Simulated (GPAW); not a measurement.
# BN (F-43m): how ε∞ follows the gap

The empty bands of BN (F-43m) are shifted up rigidly by Δ, and ε∞ is computed for each shift.

The structure is cubic, space group F-43m (No. 216). The conventional cell has a = 3.615 Å, b = 3.615 Å, c = 3.615 Å, α = 90.00°, β = 90.00°, γ = 90.00°. Around N on site c lie 4 B at 1.57 Å. B on site a has 4 N at 1.57 Å as nearest neighbours.

Method: GPAW 26.7.0, LDA, RPA, k-mesh 16×16×16, local fields up to 50 eV, Lorentzian half width 0.15 eV.

Launch of the response step: `OMP_NUM_THREADS=1 python df.py`. The series took 39 s in all, its band step included, on 1 thread of Arm Neoverse V1 (shared host).

```tsv
Δ (eV)	ε∞
0.00	4.582
0.40	4.476
0.80	4.375
1.20	4.281
1.60	?
2.00	4.107
```

With one effective transition at E₀ and fixed dipole strength, ε∞ − 1 = A/(E₀ + Δ), so 1/(ε∞ − 1) is linear in Δ.

Working, on the rows shown:

| x = Δ (eV) | y = 1/(ε∞ − 1) |
| --- | --- |
| 0 | 0.279174 |
| 0.4 | 0.287687 |
| 0.8 | 0.296296 |
| 1.2 | 0.304785 |
| 2 | 0.321854 |

Means: x̄ = 0.88, ȳ = 0.29796. Σ(x − x̄)(y − ȳ) = 0.05054, Σ(x − x̄)² = 2.368. Slope = 0.05054 / 2.368 = 0.02134; intercept = ȳ − slope · x̄ = 0.27918. Turned back into ε∞, the line misses the rows shown by at most 0.00051.

Question: What does the fit predict for the withheld row, and how well does it do?

Answer: At x = 1.6 the line gives y = 0.31333, that is 4.192. The run gave 4.191, so the interpolation is off by 0.00056, 0.1 % of the range in the table.

Refitted with all rows, the slope is 0.02136 and the intercept 0.27917. These give E₀ = intercept/slope = 13.1 eV, far above the least direct gap of 8.66 eV: most of the screening comes from transitions well over the edge. Over the first step ε∞ falls by 6 % per eV. Excitons are left out; LDA gaps are as a rule too small. The values come from a sum over the points of one k-mesh and carry its error, which grows as the direct gap shrinks. The local-field cutoff holds few shells of reciprocal vectors for this small cell, so ε∞ can read a few per cent high.

[Logs are printed without paths, hosts, clocks, repeated set-up lines and the standing remarks that a program may print on its own settings, such as how far it seeks lower states.]
